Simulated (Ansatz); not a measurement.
## Moving the knobs of a GW run on Diamond (Fd-3m, 2 atoms a cell)

A base run on Diamond (Fd-3m, 2 atoms a cell), then changed inputs.

Program: Ansatz 0.2.0. Level of theory: G0W0 on PBE, plane waves, PAW; PAW set soft_1. Results are calculated unless marked as measured.

This is a report of a sequence of runs, with most program output left out.

### Step 1. The starting structure

Symmetry: Fd-3m, No. 227, cubic system. The conventional cell has a = 3.567 Å, b = 3.567 Å, c = 3.567 Å, α = 90.00°, β = 90.00°, γ = 90.00°. C has 4 C at 1.54 Å nearest.

The cell and positions come from the Crystallography Open Database and are kept as given unless a step says otherwise.

### Step 2. The base run: 8×8×8 mesh, 25 empty bands, screening to 100 eV, PAW set soft_1 files

Now the one-shot GW correction: screening in the RPA, then the self-energy of the levels asked for. This step takes PAW set soft_1 files.

input.yaml reads:

```yaml
crystal:
  lattice:
    - [0.0, 1.78337, 1.78337]
    - [1.78337, 0.0, 1.78337]
    - [1.78337, 1.78337, 0.0]
  atoms:
    - { symbol: C, position: [0.0, 0.0, 0.0] }
    - { symbol: C, position: [0.25, 0.25, 0.25] }
kpoints:
  mp_grid: { grid: [8, 8, 8] }
hamiltonian:
  xc: pbe
  pseudopotentials: { kind: paw, azcp: { folder: soft_1 } }
scf:
  occupations: { method: fixed }
gw:
  n_empty_bands: 25
  ecut_chi: 100
  qp_bands: [v2, c2]
  qp_kpoints: band_edges
  screening: { model: contour_deformation }
```

The run is started by

```bash
$ ansatz run input.yaml --threads 3 --pin off --max-ram 92160MiB --backend cuda --events-out ev --progress --plain --runs-dir out --devices 1 --max-vram 13GiB
```

Wall time 13 s (1 × NVIDIA H100 80GB HBM3 (shared by 6 runs) with 3 threads of AMD EPYC 7R13 (Zen 3), shared host); peak memory 0.96 GiB; 11 s of CPU time.

Numbers from this step:

- bands summed: 29
- RPA ε∞ on this mesh (eigenvalues): 5.770, 5.770, 5.770
- plane waves in the screening matrix: 27
- q-points in the mesh: 512
- G0W0 gap on the mesh: 5.262 eV
- k of the valence top: 0, 0, 0
- k of the conduction bottom: 0, 0.375, 0.375
- starting gap on the mesh: 4.141 eV
- Z at the valence top: 0.8307
- Z at the conduction bottom: 0.8416
- least direct G0W0 gap on the computed points: 7.184 eV

The gap on the mesh goes from 4.14 eV to 5.26 eV, a correction of +1.12 eV. Between the two edge states, bare exchange in place of the xc potential would open the gap by 7.80 eV, and correlation takes back 6.68 eV.

### Step 3. Variant: guard bands

Edit input.yaml of step 2 so:

```diff
@@ -16,4 +16,4 @@
 gw:
-  n_empty_bands: 25
-  ecut_chi: 100
+  n_empty_bands: 18
+  ecut_chi: 80
   qp_bands: [v2, c2]
@@ -21 +21,2 @@
   screening: { model: contour_deformation }
+  n_guard_bands: 12
```

Elapsed: 9.8 s, on 1 × NVIDIA H100 80GB HBM3 (shared by 6 runs) with 3 threads; peak memory 0.96 GiB; 12 s of CPU time.

The G0W0 gap on the mesh is 5.164 eV.

Against the base:

```
              setting  base  variant
          empty bands    25       18
screening cutoff (eV)   100       80
        n guard bands     -       12
```

```
                                    quantity  variant   base
                    starting gap on the mesh    4.141  4.141
                        G0W0 gap on the mesh    5.164  5.262
least direct G0W0 gap on the computed points    7.128  7.184
                        Z at the valence top    0.833  0.831
                  Z at the conduction bottom    0.844  0.842
```

### Step 4. Variant: wavefunction cutoff

Edit input.yaml of step 3 so:

```diff
@@ -16,4 +16,4 @@
 gw:
-  n_empty_bands: 18
-  ecut_chi: 80
+  n_empty_bands: 25
+  ecut_chi: 100
   qp_bands: [v2, c2]
@@ -21,2 +21,3 @@
   screening: { model: contour_deformation }
-  n_guard_bands: 12
+basis:
+  ecutwfc: 700
```

It took 14 s on 1 × NVIDIA H100 80GB HBM3 (shared by 6 runs) with 3 threads; peak memory 0.96 GiB; 13 s of CPU time.

The G0W0 gap on the mesh is 5.263 eV.

Against the base:

```
     setting  base  variant
typed cutoff     -      700
```

```
                                    quantity  variant   base
                    starting gap on the mesh    4.142  4.141
                        G0W0 gap on the mesh    5.263  5.262
least direct G0W0 gap on the computed points    7.184  7.184
                        Z at the valence top    0.831  0.831
                  Z at the conduction bottom    0.842  0.842
```

### Step 5. Variant: accuracy level

Edit input.yaml of step 4 so:

```diff
@@ -21,3 +21,2 @@
   screening: { model: contour_deformation }
-basis:
-  ecutwfc: 700
+accuracy: low
```

Elapsed: 9.7 s, on 1 × NVIDIA H100 80GB HBM3 (shared by 6 runs) with 3 threads; peak memory 0.96 GiB; 11 s of CPU time.

The G0W0 gap on the mesh is 5.262 eV.

Against the base:

```
 setting  base  variant
accuracy     -      low
```

```
                                    quantity  variant   base
                    starting gap on the mesh    4.141  4.141
                        G0W0 gap on the mesh    5.262  5.262
least direct G0W0 gap on the computed points    7.184  7.184
                        Z at the valence top    0.831  0.831
                  Z at the conduction bottom    0.842  0.842
```

### Step 6. Outcome

```json
{
  "base": "5.26 eV, 13 s",
  "guard bands": "5.16 eV, 9.8 s",
  "wavefunction cutoff": "5.26 eV, 14 s",
  "accuracy level": "5.26 eV, 9.7 s"
}
```

Guard bands: the gap moves by −0.10 eV. The variant differs from the base in empty bands, screening cutoff and n guard bands together, so the change can't be laid to one of them. Wavefunction cutoff: the gap moves by +0.001 eV (the plane-wave cutoff goes from 420 to 700 eV). Accuracy level: the gap moves by −0.0002 eV. All runs here use a coarse mesh and modest cutoffs; they test settings and are not final values.

[Paths, hosts, dates, memory and timing lines, banners, echoed tables and standing remarks are left out of the program output.]

[Logs are printed without paths, hosts, clocks, repeated set-up lines and the standing remarks that a program may print on its own settings, such as how far it seeks lower states.]

[Runs of the session that timed out or met a known fault of the program may be left out.]

[Cells called generated may have been cut or substituted from an entry of the Crystallography Open Database or the Materials Project.]

[Hosts, paths, dates, database ids (printed as entryN), source tags and the programs' standing remarks are cut or masked in the printed files.]
